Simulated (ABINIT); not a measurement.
# A GW chain in ABINIT: CdS (Greenockite), part 3 of 3

Aim: the G0W0 gap of CdS (Greenockite) on PBE, step by step.

ABINIT 10.8.3; PBE and many-body steps on it, plane waves. Known limits of the many-body steps: not at the basis limit; no spin-orbit coupling; coarse k mesh.

So far. Step 4 (Empty states on the mesh, 3×3×2 mesh, 531 bands): On this mesh the gap is 1.198 eV. Step 5 (Screening, 3×3×2 mesh, 483 bands, screening to 201.4 eV): Local fields lower ε∞ by 6 %. On a Γ-centred mesh this coarse the value itself is usually too large, while a short band sum pulls it down.

### Step 6. Self-energy, 3×3×2 mesh, 483 bands, screening to 201.4 eV

The self-energy is evaluated for the states that the input lists, and the levels follow from it, in one-shot runs by the linearised quasiparticle equation.

This step: G0W0 on PBE, plane waves, norm-conserving pseudopotentials.

The input, run.abi:

```
acell 3*1.0 Angstrom
rprim 
  4.137000000025 -0.000000000006 0.000000000000
  -2.068500000008 3.582747095481 0.000000000000
  0.000000000000 0.000000000000 6.714400000000
ntypat 2
znucl 48 16
natom 4
typat 1 1 2 2
xred 
  0.666666666667 0.333333333333 0.000000000000
  0.333333333333 0.666666666667 0.500000000000
  0.666666666667 0.333333333333 0.375000000000
  0.333333333333 0.666666666667 0.875000000000
pp_dirpath "pseudos"
pseudos "Cd.upf, S.upf"
ecut 47
ngkpt 3 3 2
nshiftk 1
shiftk 0 0 0
kptopt 1
chksymbreak 0
istwfk *1
occopt 1
irdwfk 1
optdriver 4
nband 483
gwcalctyp 0
ecutsigx 47
symsigma 1
nkptgw 2
kptgw 
  0.0000000000 0.0000000000 0.0000000000
  0.0000000000 0.0000000000 0.5000000000
bdgw 
  25 28
  23 28
ecuteps 7.4
irdscr 1
ppmodel 1
indata_prefix "in"
outdata_prefix "out"
tmpdata_prefix "tmp"
```

Command:

```bash
$ OMP_NUM_THREADS=1 mpirun -n 4 abinit run.abi > log
```

Numbers of over 12 decimals in the logs are rounded to 6 here.

The log of the run:

```text
.Version 10.8.3 of ABINIT. v10.8.2 released Aug 2026.

 Symmetries : space group P6_3 m c (#186); Bravais hP (primitive hexag.)
[... echo of the input left out ...]
== DATASET  1 ==================================================================
-   mpi_nproc: 4, omp_nthreads: 1 (-1 if OMP is not activated)

--- !DatasetInfo
iteration_state: {dtset: 1, }
dimensions: {natom: 4, nkpt: 6, mband: 483, nsppol: 1, nspinor: 1, nspden: 1, mpw: 10374, }
cutoff_energies: {ecut:  47.0, pawecutdg:  -1.0, }
electrons: {nelect:   5.20000000E+01, charge:   0.00000000E+00, occopt:   1.00000000E+00, tsmear:   1.00000000E-02, }

 SIGMA: Calculation of the GW corrections

 Based on a program developped by R.W. Godby, V. Olevano, G. Onida, and L. Reining.
 Incorporated in ABINIT by V. Olevano, G.-M. Rignanese, and M. Torrent.
.Using double precision arithmetic ; gwpc =  8

[... cell and pseudopotentials left out ...]
--------------------------------------------------------------------------------

 ==== K-mesh for the wavefunctions ====
 Number of points in the irreducible wedge :     6
[... list of points left out ...]
 Together with 12 symmetry operations and time-reversal symmetry
 yields    18 points in the full Brillouin Zone.

 ==== Q-mesh for screening function ====
 Number of points in the irreducible wedge :     6
[... list of points left out ...]
 Together with 12 symmetry operations and time-reversal symmetry
 yields    18 points in the full Brillouin Zone.

 vcoul_init : cutoff-mode = AUXILIARY_FUNCTION
 q-points for optical limit:   1
     1)      0.000010    0.000020    0.000030
 setmesh: FFT mesh size selected  =    45x   45x   80
          total number of points  =       162000

 Number of electrons calculated from density =   52.0000; Expected =   52.0000
 average of density, n =  0.077428
 r_s =    1.4555
 omega_plasma =   26.8414 [eV]

 === KS Band Gaps ===
  >>>> For spin  1
   Minimum direct gap =   1.1981 [eV], located at k-point      :   0.0000  0.0000  0.0000
   Fundamental gap    =   1.1981 [eV], Top of valence bands at :   0.0000  0.0000  0.0000
                                       Bottom of conduction at :   0.0000  0.0000  0.0000
 SIGMA fundamental parameters:
 PLASMON POLE MODEL  1
 number of plane-waves for SigmaX                10251
 number of plane-waves for SigmaC and W            639
 number of plane-waves for wavefunctions         10251
 number of bands                                   483
 number of independent spin polarizations            1
 number of spinorial components                      1
 number of k-points in IBZ                           6
 number of q-points in IBZ                           6
 number of symmetry operations                      12
 number of k-points in BZ                           18
 number of q-points in BZ                           18
 number of frequencies for dSigma/dE                 9
 frequency step for dSigma/dE [eV]                0.25
 number of omega for Sigma on real axis              0
 max omega for Sigma on real axis  [eV]           0.00
 zcut for avoiding poles [eV]                     0.10

 EPSILON^-1 parameters (SCR file):
 dimension of the eps^-1 matrix on file            639
 dimension of the eps^-1 matrix used               639
 number of plane-waves for wavefunctions         10251
 number of bands                                   483
 number of q-points in IBZ                           6
 number of frequencies                               2
 number of real frequencies                          1
 number of imag frequencies                          1

 matrix elements of self-energy operator (all in [eV])

 Perturbative Calculation

--- !SelfEnergy_ee
iteration_state: {dtset: 1, }
kpoint     : [   0.000,    0.000,    0.000, ]
spin       : 1
KS_gap     :    1.198
QP_gap     :    2.113
Delta_QP_KS:    0.915
data: !SigmaeeData |
     Band     E0 <VxcDFT>   SigX SigC(E0)      Z dSigC/dE  Sig(E)    E-E0       E
       25   4.369 -15.331 -18.293   1.934   0.778  -0.285 -16.130  -0.799   3.570
       26   4.369 -15.331 -18.293   1.934   0.778  -0.285 -16.130  -0.799   3.570
       27   5.567 -10.684  -6.575  -3.966   0.812  -0.232 -10.568   0.116   5.683
       28   7.145 -11.042  -6.562  -4.213   0.813  -0.229 -10.825   0.216   7.361

--- !SelfEnergy_ee
iteration_state: {dtset: 1, }
kpoint     : [   0.000,    0.000,    0.500, ]
spin       : 1
KS_gap     :    3.241
QP_gap     :    4.229
Delta_QP_KS:    0.988
data: !SigmaeeData |
     Band     E0 <VxcDFT>   SigX SigC(E0)      Z dSigC/dE  Sig(E)    E-E0       E
       23   3.969 -14.821 -17.893   2.008   0.777  -0.287 -15.648  -0.827   3.143
       24   3.969 -14.821 -17.893   2.008   0.777  -0.287 -15.648  -0.827   3.143
       25   3.969 -14.821 -17.893   2.008   0.777  -0.287 -15.648  -0.827   3.143
       26   3.969 -14.821 -17.893   2.008   0.777  -0.287 -15.648  -0.827   3.143
       27   7.211 -11.164  -6.784  -4.181   0.807  -0.238 -11.003   0.161   7.372
       28   7.211 -11.164  -6.784  -4.181   0.807  -0.238 -11.003   0.161   7.372

== END DATASET(S) ==============================================================
================================================================================

 -outvars: echo values of variables after computation  --------
           etotal      0.0000000000E+00
            nband         483
             nkpt           6
          spgroup         186
 [... the other variables as echoed above ...]

 Calculation completed.
```

Run time: 2.4 min. Hardware: 4 MPI ranks of Arm Neoverse V1, shared host; peak memory 3.9 GiB.

This step gave:

```yaml
g0w0_gap_on_the_points_computed: 2.113 eV
starting_gap_on_the_mesh: 1.198 eV
k_of_the_valence_top: 0, 0, 0
k_of_the_conduction_bottom: 0, 0, 0
z_at_the_valence_top: 0.778
z_at_the_conduction_bottom: 0.812
least_direct_g0w0_gap_on_the_computed_points: 2.113 eV
```

The gap on the mesh goes from 1.20 eV to 2.11 eV, a correction of +0.91 eV.

Limits: finite bands, cutoff and mesh; no spin-orbit coupling; coarse k mesh. v1 is the top filled band, c1 the lowest empty one. Levels before and after the correction, in eV, zero at the valence-band top of each column:

|  | conduction bottom | valence top |
| --- | --- | --- |
| Kohn-Sham | 1.20 | 0.00 |
| G0W0 | 2.11 | 0.00 |

|  | level | energy (eV) |
| --- | --- | --- |
| Kohn-Sham | Γ v2-v1 | 0.000 |
| Kohn-Sham | Γ c1 | 1.198 |
| Kohn-Sham | Γ c2 | 2.775 |
| G0W0 | Γ v2-v1 | 0.000 |
| G0W0 | Γ c1 | 2.113 |
| G0W0 | Γ c2 | 3.791 |

### Step 7. Where the time went

Times are wall times on 4 MPI ranks of Arm Neoverse V1, shared host, good to a factor of about two.

| step | time | share | memory (GiB) |
| --- | --- | --- | --- |
| ground state | 53 s | 3 % | 0.46 |
| bands along the symmetry lines | 78 s | 4 % | 0.54 |
| empty states on the mesh | 21 min | 65 % | 0.98 |
| screening | 6.7 min | 21 % | 3.8 |
| self-energy | 2.4 min | 7 % | 3.9 |

### Step 8. Results

```yaml
pbe_gap: 1.20 eV, direct
g0w0_gap_on_the_mesh: 2.11 eV
gw_settings: 3×3×2 mesh, 483 bands, screening to 201.4 eV, Godby-Needs plasmon pole
known_limits: not at the basis limit; no spin-orbit coupling; coarse k mesh
```

In words: G0W0 moves the gap on the mesh from 1.20 eV to 2.11 eV (+0.91 eV), with Z of 0.78 and 0.81 at the edges. Local fields lower the RPA ε∞ on this mesh from 14.39 to 13.58; a Γ-centred mesh this coarse tends to raise both, most where the direct gap is narrow, while a short band sum lowers them. Only 2 of the mesh's irreducible points were corrected, so a valley elsewhere could overtake. The dearest step here is «empty states on the mesh». Bands and cutoff are finite, so the gap is not at the basis limit. The miss can reach some tenths of an eV and take either sign; the mesh is an error of its own. In the G0W0 run levels were corrected at 2 k points alone, so a gap called «on the mesh» is the least over those, and an edge elsewhere would be missed. The 3×3×2 mesh is coarse for this cell, which bears on the long-range parts of exchange and screening. The many-body steps are scalar-relativistic: spin-orbit coupling is not in them.

[Paths, hosts, dates, memory and timing lines, banners, echoed tables and standing remarks are left out of the program output.]

[Logs are printed without paths, hosts, clocks, repeated set-up lines and the standing remarks that a program may print on its own settings, such as how far it seeks lower states.]

[Runs of the session that timed out or met a known fault of the program may be left out.]

[No measured gap is set beside runs whose start may be inverted or whose files or cutoffs have a known fault.]

[Hosts, paths, dates, database ids (printed as entryN), source tags and the programs' standing remarks are cut or masked in the printed files.]

[G0W0 gaps are taken among the corrected bands and points alone; a level outside them can change the order at an edge.]

[Where Ansatz stands beside ABINIT at settings called matched, ABINIT's density can come from a denser mesh and the files from another edition; pairs whose starting gaps differed by over 0.03 eV were left out, so agreement reads better than it is.]
